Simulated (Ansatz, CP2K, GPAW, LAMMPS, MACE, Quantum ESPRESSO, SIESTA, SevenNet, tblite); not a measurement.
# What went wrong? CP2K on amorphous 57SiO2-30PbO-13Na2O (mol %) (62 atoms)

Program: CP2K 2026.2, a calculation on a cell of 13 Si, 7 Pb, 6 Na and 36 O, 13.4 Å³ an atom.

Contents of input.inp:

```
&GLOBAL
  PROJECT cell
  RUN_TYPE ENERGY_FORCE
  PRINT_LEVEL LOW
&END GLOBAL
&FORCE_EVAL
  METHOD QS
  STRESS_TENSOR ANALYTICAL
  &DFT
    BASIS_SET_FILE_NAME BASIS_MOLOPT
    POTENTIAL_FILE_NAME GTH_POTENTIALS
    &MGRID
      CUTOFF 800
      REL_CUTOFF 50
      NGRIDS 5
    
    &QS
      EPS_DEFAULT 1.0E-12
    &END QS
    &SCF
      SCF_GUESS ATOMIC
      EPS_SCF 1.0E-06
      MAX_SCF 25
      &OT
        MINIMIZER DIIS
        PRECONDITIONER FULL_ALL
        ENERGY_GAP 0.001
      &END OT
      &OUTER_SCF
        EPS_SCF 1.0E-06
        MAX_SCF 2
      &END OUTER_SCF
      &PRINT
        &RESTART OFF
        &END RESTART
      &END PRINT
    &END SCF
    &XC
      &XC_FUNCTIONAL PBE
      &END XC_FUNCTIONAL
    &END XC
    &PRINT
      &MULLIKEN ON
      &END MULLIKEN
      &LOWDIN ON
      &END LOWDIN
      &MO_CUBES
        NHOMO 1
        NLUMO 4
        WRITE_CUBE F
      &END MO_CUBES
    &END PRINT
  &END DFT
  &SUBSYS
    &CELL
      A 9.39214 0.00000 0.00000
      B 0.00000 9.39214 0.00000
      C 0.00000 0.00000 9.39214
    &END CELL
    &COORD
      Si 0.84717 4.37646 6.57318
      Si 0.47158 0.07542 1.37585
      Si 4.64113 8.11857 6.28259
      Si 7.98933 4.63126 4.49592
      Si 8.31298 2.51005 2.12845
      Si 0.78349 4.17002 0.29163
      Si 6.82020 0.69154 5.92785
      Si 4.63530 5.48069 1.86349
      Si 9.06830 9.31062 7.84826
      Si 5.12041 5.00272 5.87685
[... 48 atom lines left out ...]
      O 6.23093 5.43326 1.67086
      O 5.83318 1.87683 6.09888
      O 5.57104 4.67484 7.36325
      O 4.63991 0.47599 2.52170
    &END COORD
    &KIND Si
      BASIS_SET DZVP-MOLOPT-SR-GTH-q4
      POTENTIAL GTH-PBE-q4
    &END KIND
    &KIND Pb
      BASIS_SET DZVP-MOLOPT-SR-GTH-q4
      POTENTIAL GTH-PBE-q4
    &END KIND
    &KIND Na
      BASIS_SET DZVP-MOLOPT-SR-GTH-q9
      POTENTIAL GTH-PBE-q9
    &END KIND
    &KIND O
      BASIS_SET DZVP-MOLOPT-SR-GTH-q6
      POTENTIAL GTH-PBE-q6
    &END KIND
  &END SUBSYS
  &PRINT
    &FORCES ON
    &END FORCES
    &STRESS_TENSOR ON
    &END STRESS_TENSOR
  &END PRINT
&END FORCE_EVAL
```

Launch:

```bash
$ OMP_NUM_THREADS=1 mpirun -np 4 cp2k.psmp -i input.inp > output.txt
```

The program printed:

```text
Possible matches for unknown subsection
 QS
   keyword NGRIDS in section %__ROOT__%FORCE_EVAL%DFT%MGRID score:  105
   keyword NGRIDS in section %__ROOT__%FORCE_EVAL%PROPERTIES%TDDFPT%MGRID score:  105
   keyword NGRIDS in section %__ROOT__%FORCE_EVAL%PROPERTIES%RIXS%TDDFPT%MGRID score:  105
   keyword CUTOFF in section %__ROOT__%FORCE_EVAL%DFT%MGRID score:  104
   subsection RS_GRID in section %__ROOT__%FORCE_EVAL%DFT%MGRID score:  104
 *   ___                                                                       *
 *  /   \                                                                      *
 * [ABORT]                                                                     *
 *  \___/                 unknown subsection QS of section MGRID               *
 *    |                                                                        *
 *  O/|                                                                        *
 * /| |                                                                        *
```

Wall time 0.75 s (4 MPI ranks of Arm Neoverse V2, shared host); peak memory 0.57 GiB; 2.1 s of CPU time.

Banners, paths, timers and routine set-up lines are dropped from the logs unmarked, and long logs keep their key lines alone; longer cuts are marked.

**Question.** Which part of the input is at fault, and how is it mended?

A section left open: &END MGRID left out. Mend: put back the line &END MGRID.

The program stopped at the start.

[Also dropped from logs without a mark: logging warnings of Python, and SIESTA's first energy breakdown and zero terms.]

[Logs are printed without paths, hosts, clocks, repeated set-up lines and the standing remarks that a program may print on its own settings, such as how far it seeks lower states.]

[Hosts, paths, dates, database ids (printed as entryN), source tags and the programs' standing remarks are cut or masked in the printed files.]
